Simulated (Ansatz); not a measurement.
**GaSn (hypothetical, Fm-3m): phonons against volume**

Which modes of GaSn (hypothetical) drive its thermal expansion? The crystal structure is hypothetical: it was made by swapping elements on a known structure type.

Main program and level: Ansatz 0.2.0; DFT PBEsol, scalar-relativistic, plane waves, PAW.

Most raw output is cut from this account.

## (1) The structure

It takes space group Fm-3m (No. 225, cubic). The conventional cell has a = 4.288 Å, b = 4.288 Å, c = 4.288 Å, α = 90.00°, β = 90.00°, γ = 90.00°. Nearest to Sn lie 6 Ga at 2.14 Å. Nearest to Ga lie 6 Sn at 2.14 Å. Farther neighbours are not listed.

## (2) Probe on a coarse mesh

Before spending time, one coarse run tells the gap and the pressure of the starting cell.

Contents of input.yaml:

```yaml
crystal:
  lattice:
    - [0.0, 2.14418, 2.14418]
    - [2.14418, 0.0, 2.14418]
    - [2.14418, 2.14418, 0.0]
  atoms:
    - { symbol: Sn, position: [0.5, 0.5, 0.5] }
    - { symbol: Ga, position: [0.0, 0.0, 0.0] }
kpoints:
  mp_grid: { grid: [8, 8, 8] }
hamiltonian:
  xc: pbesol
scf:
  occupations: { method: gaussian, width: 0.1 }
output:
  forces: true
  stress: true
  eigenvalues: true
```

On the command line:

```sh
$ ansatz run input.yaml --threads 4 --pin off --max-ram 8192MiB --backend cpu --events-out ev --progress --plain --runs-dir out
```

Elapsed: 0.42 s, on 4 threads of Arm Neoverse V2, shared host; peak memory 0.29 GiB.

Numbers from this step:

```yaml
pressure: 359.5 GPa
volume_per_atom: 9.858 Å³
gap_on_the_k_mesh: 0 eV
```

The start is under 359 GPa at this level and looks like a metal on this mesh.

## (3) A loose first relaxation

The start is far from rest, so a relaxation with loose thresholds first brings it near the minimum.

Changes to input.yaml since step 2:

```diff
@@ -18 +18,6 @@
   eigenvalues: true
+relax:
+  adjacent_minimum: "off"
+  f_tol: 0.05
+  max_steps: 80
+  cell: { stress_tol: 0.5 }
```

It took 4.2 s on 4 threads; peak memory 0.34 GiB.

Step by step:

```
step  energy less that of the first step (eV)  largest force component (eV/Å)  pressure (GPa)  volume (Å³)
   1                                   0.0000                          0.0000          359.47        19.72
   2                                  -5.2571                          0.0000          212.62        22.74
   3                                  -8.6502                          0.0000          123.86        26.06
   4                                 -10.7487                          0.0000           66.95        29.69
   5                                 -11.9048                          0.0000           26.81        33.75
   6                                 -12.1391                          0.0000           -8.21        38.16
   7                                 -12.1693                          0.0000            0.27        37.03
  8*                                 -12.7359                          0.0000           20.74        37.03
   9                                 -13.0098                          0.0000           11.84        39.79
  10                                 -13.1985                          0.0000            2.91        44.16
  11                                 -13.2140                          0.0000            0.48        45.80
 12*                                 -13.2173                          0.0000            0.46        45.80
```

Relaxation steps marked * repeat the geometry before them on a plane-wave basis chosen anew for their cell, so energy and pressure can jump there.

Forces are held to the 48 operations that the run works with; a distortion that breaks them can't arise in this run.

```
     cell as run  before  after    change
           a (Å)   3.032  4.016   +32.4 %
           b (Å)   3.032  4.016   +32.4 %
           c (Å)   3.032  4.016   +32.4 %
volume (Å³/atom)    9.86  22.90  +132.3 %
```

The relaxed structure:

```
Sn Ga
1.0
     0.00000    2.83972    2.83972
     2.83972    0.00000    2.83972
     2.83972    2.83972    0.00000
Sn Ga
1 1
Direct
  0.50000 0.50000 0.50000
  0.00000 0.00000 0.00000
```

This step gave:

* pressure: 0.4625 GPa
* volume per atom: 22.90 Å³

The relaxation ends with a pressure of 0.46 GPa.

## (4) Finding the static equilibrium

The vibrations must be taken about the equilibrium of this functional, not about the starting cell, so the structure is relaxed.

Contents of input.yaml:

```yaml
crystal:
  lattice:
    - [0.0, 2.839718723, 2.839718723]
    - [2.839718723, 0.0, 2.839718723]
    - [2.839718723, 2.839718723, 0.0]
  atoms:
    - { symbol: Sn, position: [0.5, 0.5, 0.5] }
    - { symbol: Ga, position: [0.0, 0.0, 0.0] }
kpoints:
  mp_grid: { grid: [12, 12, 12] }
hamiltonian:
  xc: pbesol
scf:
  occupations: { method: gaussian, width: 0.1 }
output:
  forces: true
  stress: true
  eigenvalues: true
  write_density: true
  write_potential: true
  elf: true
  volumetric_format: npy
relax:
  adjacent_minimum: "off"
  f_tol: 0.005
  max_steps: 80
  cell: { stress_tol: 0.05 }
```

Elapsed: 3.3 s, on 4 threads; peak memory 0.4 GiB; 12 s of CPU time.

Step by step:

```
step  energy less that of the first step (eV)  largest force component (eV/Å)  pressure (GPa)  volume (Å³)
   1                                   0.0000                          0.0000            0.19        45.80
   2                                   0.0000                          0.0000           -0.09        46.03
   3                                  -0.0001                          0.0000            0.00        45.96
  4*                                  -0.0001                          0.0000            0.00        45.96
```

Relaxation steps marked * repeat the geometry before them on a plane-wave basis chosen anew for their cell, so energy and pressure can jump there.

Forces are held to the 48 operations that the run works with; a distortion that breaks them can't arise in this run.

```
conventional cell, symmetrised  before  after  change
                         a (Å)   5.679  5.686  +0.1 %
                         b (Å)   5.679  5.686  +0.1 %
                         c (Å)   5.679  5.686  +0.1 %
              volume (Å³/atom)   22.90  22.98  +0.3 %
```

The relaxed structure:

```xyz
2
Lattice="0.0000 2.8429 2.8429 2.8429 0.0000 2.8429 2.8429 2.8429 0.0000" Properties=species:S:1:pos:R:3 pbc="T T T"
Sn    2.8429    2.8429    2.8429
Ga    0.0000    0.0000    0.0000
```

Numbers from this step:

```yaml
pressure: -9.28e-4 GPa
volume_per_atom: 22.98 Å³
```

Valence density in the ac plane of the cell as run, not the conventional one, at fractional y = 0.000, with atoms of Ga within 0.2 Å of it. It is the smooth field of the valence electrons, not physical close to the nuclei.

Ten steps, logarithmic in the rise over the least value, from '0' (0 e/Å³) to '9' (40 e/Å³), each cell a mean:
```
98420000000136
66420000000013
22210000000001
01110000000000
00000000000000
00000000000000
00000000000000
00000000000000
00000000000000
00000000000000
10000000001122
31000000001244
75100000001268
97310000000269
```
Columns run along a (4.0 Å), rows up along c (4.0 Å). Atoms in or near the plane, at fractional coordinates: Ga at (0.00, 0.00).

Electrostatic potential energy in the ac plane of the cell as run, not the conventional one, at fractional y = 0.000, with atoms of Ga within 0.2 Å of it. With pseudopotentials it is smooth inside the atoms' cores, unlike the true potential.

Values in eV, 14 rows by 14 columns, each cell a mean:
```
-13 -13 -13  -8   6  10  12  13  13  12   9   1 -11 -13
-13 -13 -13  -9   4  10  12  12  12  12  11   7  -3 -11
 -8 -10 -10  -5   5   9  12  12  12  12  12  11   7   1
  4   0   0   3   7  10  12  12  12  12  12  12  11   9
 11   9   9   9  10  11  12  12  12  12  12  12  12  12
 12  12  11  11  11  12  12  13  12  12  12  12  12  13
 13  13  12  12  12  12  13  13  13  12  12  12  12  13
 13  13  12  12  12  12  13  13  12  12  12  12  12  12
 12  12  12  12  12  12  12  12  12  11  10   9  10  10
  9  11  12  12  12  12  12  12  11  10   7   5   4   6
 -1   5  10  11  12  12  12  12  11   9   3  -5  -9  -8
-11  -6   6  10  12  12  12  12  11   9   0 -10 -13 -13
-13 -13  -6   5  11  12  13  13  12   9   0 -10 -13 -13
-13 -13 -11  -1   9  12  13  13  12  11   4  -8 -13 -13
```
Columns run along a (4.0 Å; values clipped at the 3rd and 97th percentile), rows up along c (4.0 Å). Atoms in or near the plane, at fractional coordinates: Ga at (0.00, 0.00).

ELF in the ac plane of the cell as run, not the conventional one, at fractional y = 0.000, with atoms of Ga within 0.2 Å of it. It is the smooth field of the valence electrons, not physical close to the nuclei.

Ten even steps from '_' (0.05) to '@' (0.36), each cell a mean:
```
____--##%%@@**==++##@@%%++..
....--**%%@@##++++**@@@@##++
##****##%%@@%%**++++##@@@@%%
%%####%%@@@@%%**++++**##@@@@
@@@@@@@@@@%%**++++++++++**##
**%%@@@@%%##++==++++++++++++
==++******++======++****++==
====++++++++====++**%%%%##**
%%**++++++++++++##%%@@@@@@@@
@@@@##**++++++**%%@@@@%%%%%%
##%%@@%%**++++**@@@@%%##**##
++##%%@@##++++**@@@@##**----
__--##%%@@**==++%%@@##**..__
%%__++##@@%%====**@@%%##..__
```
Columns run along a (4.0 Å), rows up along c (4.0 Å). Atoms in or near the plane, at fractional coordinates: Ga at (0.00, 0.00).

## (5) Relaxing to small residual forces and stress

The relaxation is repeated with tighter thresholds on force and stress, since phonons are sensitive to what is left; a change of mesh or smearing in the input moves the cell too.

Contents of input.yaml:

```yaml
crystal:
  lattice:
    - [0.0, 2.8429451248, 2.8429451248]
    - [2.8429451248, 0.0, 2.8429451248]
    - [2.8429451248, 2.8429451248, 0.0]
  atoms:
    - { symbol: Sn, position: [0.5, 0.5, 0.5] }
    - { symbol: Ga, position: [0.0, 0.0, 0.0] }
kpoints:
  mp_grid: { grid: [12, 12, 12] }
hamiltonian:
  xc: pbesol
scf:
  occupations: { method: methfessel_paxton, width: 0.15 }
output:
  forces: true
  stress: true
  eigenvalues: true
relax:
  adjacent_minimum: "off"
  f_tol: 0.001
  max_steps: 60
  cell: { stress_tol: 0.01 }
```

Elapsed: 2.5 s, on 4 threads; peak memory 0.39 GiB.

Little changed from the start: no atom moved by 0.005 Å and no cell edge by 0.1 %.

Numbers from this step:

```
pressure        : 0.008841 GPa
volume per atom : 22.97 Å³
```

The residual pressure is 0.0088 GPa, small enough for phonons.

## (6) Phonons, V/V0 1

The same q-mesh and k-mesh are kept at every volume, so that much of their error can cancel in the differences.

Contents of input.yaml:

```yaml
crystal:
  lattice:
    - [0.0, 2.8424668449, 2.8424668449]
    - [2.8424668449, 0.0, 2.8424668449]
    - [2.8424668449, 2.8424668449, 0.0]
  atoms:
    - { symbol: Sn, position: [0.5, 0.5, 0.5] }
    - { symbol: Ga, position: [0.0, 0.0, 0.0] }
kpoints:
  mp_grid: { grid: [12, 12, 12] }
hamiltonian:
  xc: pbesol
scf:
  occupations: { method: methfessel_paxton, width: 0.15 }
output:
  eigenvalues: true
phonons:
  method: dfpt
  qmesh: [4, 4, 4]
  temperatures: { t_max: 1000, t_step: 50 }
  qpath:
    path:
      - [[0.0, 0.0, 0.0], [0.5, 0.0, 0.5], [0.625, 0.25, 0.625]]
      - [[0.375, 0.375, 0.75], [0.0, 0.0, 0.0], [0.5, 0.5, 0.5], [0.5, 0.25, 0.75], [0.5, 0.0, 0.5]]
    npoints: 10
```

Run time: 5.2 min. Hardware: 4 threads; peak memory 3.4 GiB.

Numbers from this step:

* Γ frequencies: 0, 0, 0, 145.6, 145.6, 145.6 cm⁻¹ (negative: imaginary)
* lowest frequency on the path: -32.22 cm⁻¹
* point group: m-3m
* highest frequency: 173.7 cm⁻¹

No LO-TO term. The phonon branches at the labelled points (cm⁻¹):

```
    point  branch 1  branch 2  branch 3  branch 4  branch 5  branch 6
        Γ         0         0         0       146       146       146
  halfway         5         5        44       124       150       150
        X       -19       -19        25       157       157       174
  halfway        14        22        32       152       154       171
        U        39        42        54       139       143       165
jump to K        39        42        54       139       143       165
  halfway       -23        77        80       109       112       152
        Γ         0         0         0       146       146       146
  halfway        54        54        66       121       128       128
        L        71        71        93       105       105       120
  halfway        50        53        84       112       140       142
        W         9         9        88       116       163       163
  halfway       -32        34        55       140       159       169
        X       -19       -19        25       157       157       174
```

Tetrahedra on 20 20 20, mean over bins of 2 cm⁻¹. Phonon density of states against wavenumber; read off at these points:

wavenumber (cm⁻¹), phonon density of states (1/cm⁻¹/cell) and a bar:
```
    -30.0     0.0027 #
    -25.0     0.0072 ###
    -20.0     0.0137 ######
    -15.0     0.0112 #####
    -10.0     0.0107 ####
     -5.0     0.0101 ####
      0.0     0.0107 ####
      5.0     0.0114 #####
     10.0     0.0113 #####
     15.0     0.0123 #####
     20.0     0.0145 ######
     25.0     0.0197 ########
     30.0     0.0288 ############
     35.0     0.0396 ################
     40.0     0.0393 ################
     45.0     0.0372 ###############
     50.0     0.0369 ###############
     55.0     0.0373 ###############
     60.0     0.0388 ################
     65.0     0.0414 #################
     70.0     0.0482 ####################
     71.0     0.0491 ####################
     75.0     0.0414 #################
     80.0     0.0380 ################
     83.0     0.0614 #########################
     85.0     0.0298 ############
     90.0     0.0028 #
     95.0     0.0000 
    100.0     0.0000 
    105.0     0.0002 
    110.0     0.0426 #################
    115.0     0.0732 ##############################
    120.0     0.0510 #####################
    125.0     0.0474 ###################
    130.0     0.0457 ###################
    135.0     0.0462 ###################
    140.0     0.0503 #####################
    145.0     0.0633 ##########################
    149.0     0.0727 ##############################
    150.0     0.0714 #############################
    155.0     0.0595 ########################
    160.0     0.0311 #############
    165.0     0.0152 ######
    170.0     0.0070 ###
    175.0     0.0000
```

The modes has structure finer than the step of the table below, so its rows give means over 5 cm⁻¹, whole bins alone (the curve runs from -41.3 to 188 cm⁻¹). Peaks (cm⁻¹: height): Ga 39.6: 0.015, 113.2: 0.0564, 149.3: 0.0436; Sn -11.0: 0.0106, 42.4: 0.0267, 54.0: 0.0284, 64.1: 0.0367, 72.8: 0.0416, 82.9: 0.0404, 149.3: 0.0266.

Phonopy on the run's constants, 17x17x17 mesh, Gaussian sigma 2.0 cm⁻¹. Modes against wavenumber; means over each step; values in 1/cm⁻¹/cell:

```
wavenumber (cm⁻¹)       Ga       Sn
              -35   2.0e-4   3.0e-4
              -30  0.00180  0.00267
              -25  0.00402  0.00608
              -20  0.00598  0.00917
              -15  0.00563  0.00873
              -10  0.00573  0.00894
               -5  0.00295  0.00468
                0   9.0e-4  0.00141
                5  0.00130  0.00203
               10  0.00342  0.00546
               15  0.00615  0.01000
               20  0.00505  0.00814
               25  0.00859   0.0137
               30   0.0125   0.0205
               35   0.0134   0.0218
               40   0.0148   0.0252
               45   0.0134   0.0248
               50   0.0117   0.0236
               55   0.0121   0.0275
               60  0.00976   0.0261
               65   0.0102   0.0337
               70  0.00723   0.0367
               75  0.00561   0.0362
               80  0.00427   0.0366
               85  0.00243   0.0301
               90   4.8e-4  0.00583
               95   2.1e-5   3.4e-4
              100   2.4e-4   2.9e-6
              105  0.00823   2.7e-4
              110   0.0403  0.00265
              115   0.0538  0.00599
              120   0.0428  0.00931
              125   0.0358   0.0111
              130   0.0320   0.0127
              135   0.0318   0.0148
              140   0.0328   0.0173
              145   0.0389   0.0224
              150   0.0426   0.0261
              155   0.0353   0.0227
              160   0.0208   0.0138
              165  0.00986  0.00672
              170  0.00441  0.00308
              175   7.6e-4   5.4e-4
              180   1.1e-5   7.1e-6
              185        0        0
```

No LO-TO term. The modes at Γ (shares of kinetic energy by element, %):

```
mode  frequency (cm⁻¹)  symmetry  Sn %  Ga %
   1               0.0       T1u    63    37
   2               0.0       T1u    63    37
   3               0.0       T1u    63    37
   4             145.6       T1u    37    63
   5             145.6       T1u    37    63
   6             145.6       T1u    37    63
```

Displacements in mode 6 (145.6 cm⁻¹), the largest set to 1:
```
Sn1 -0.59  0.00  0.00
Ga2  1.00  0.00  0.00
```

The lowest solved frequency is -18.8 cm⁻¹, so the cell is unstable here and gives no valid free energy.

## (7) Single point at a scaled cell, V/V0 1.015

Symmetry fixes every atom, so a single point at the scaled cell gives the energy and pressure of this member.

The cell differs from the one that the last finished run ended in (a 4.020 → 4.040 Å, b 4.020 → 4.040 Å, c 4.020 → 4.040 Å).

input.yaml, the sections that differ from step 6:

```yaml
crystal:
  lattice:
    - [0.0, 2.8566087038, 2.8566087038]
    - [2.8566087038, 0.0, 2.8566087038]
    - [2.8566087038, 2.8566087038, 0.0]
  atoms:
    - { symbol: Sn, position: [0.5, 0.5, 0.5] }
    - { symbol: Ga, position: [0.0, 0.0, 0.0] }
output:
  forces: true
  stress: true
  eigenvalues: true
# kpoints, hamiltonian, scf: as in step 6
# phonons: removed
```

It took 0.96 s on 4 threads; peak memory 0.38 GiB; 3.2 s of CPU time.

This step gave:

* pressure: -0.7794 GPa
* volume per atom: 23.31 Å³

The run ends at a pressure of -0.78 GPa.

## (8) Phonons, V/V0 1.015

input.yaml, the sections that differ from step 7:

```yaml
output:
  eigenvalues: true
phonons:
  method: dfpt
  qmesh: [4, 4, 4]
  temperatures: { t_max: 1000, t_step: 50 }
  qpath:
    path:
      - [[0.0, 0.0, 0.0], [0.5, 0.0, 0.5], [0.625, 0.25, 0.625]]
      - [[0.375, 0.375, 0.75], [0.0, 0.0, 0.0], [0.5, 0.5, 0.5], [0.5, 0.25, 0.75], [0.5, 0.0, 0.5]]
    npoints: 10
# crystal, kpoints, hamiltonian, scf: as in step 7
```

Wall time 5.3 min (4 threads); peak memory 3.5 GiB.

The lowest solved frequency is -16.8 cm⁻¹, so the cell is unstable here and gives no valid free energy. The highest zone-centre mode (no LO–TO term) moved by -3.3 % for a volume change of +1.5 %.

## (9) Single point at a scaled cell, V/V0 0.985

The cell differs from the one that the last finished run ended in (a 4.040 → 4.000 Å, b 4.040 → 4.000 Å, c 4.040 → 4.000 Å).

input.yaml, the sections that differ from step 8:

```yaml
crystal:
  lattice:
    - [0.0, 2.8281828508, 2.8281828508]
    - [2.8281828508, 0.0, 2.8281828508]
    - [2.8281828508, 2.8281828508, 0.0]
  atoms:
    - { symbol: Sn, position: [0.5, 0.5, 0.5] }
    - { symbol: Ga, position: [0.0, 0.0, 0.0] }
output:
  forces: true
  stress: true
  eigenvalues: true
# kpoints, hamiltonian, scf: as in step 8
# phonons: removed
```

Elapsed: 0.84 s, on 4 threads; peak memory 0.37 GiB.

The run ends at a pressure of 0.89 GPa.

(Part 1 of 2 ends here.)

[Logs are printed without paths, hosts, clocks, repeated set-up lines and the standing remarks that a program may print on its own settings, such as how far it seeks lower states.]

[Hosts, paths, dates, database ids (printed as entryN), source tags and the programs' standing remarks are cut or masked in the printed files.]

[A step with changed settings may run another functional than the one named; its input shows which.]

[Of the runs on displaced cells, only some may be shown.]
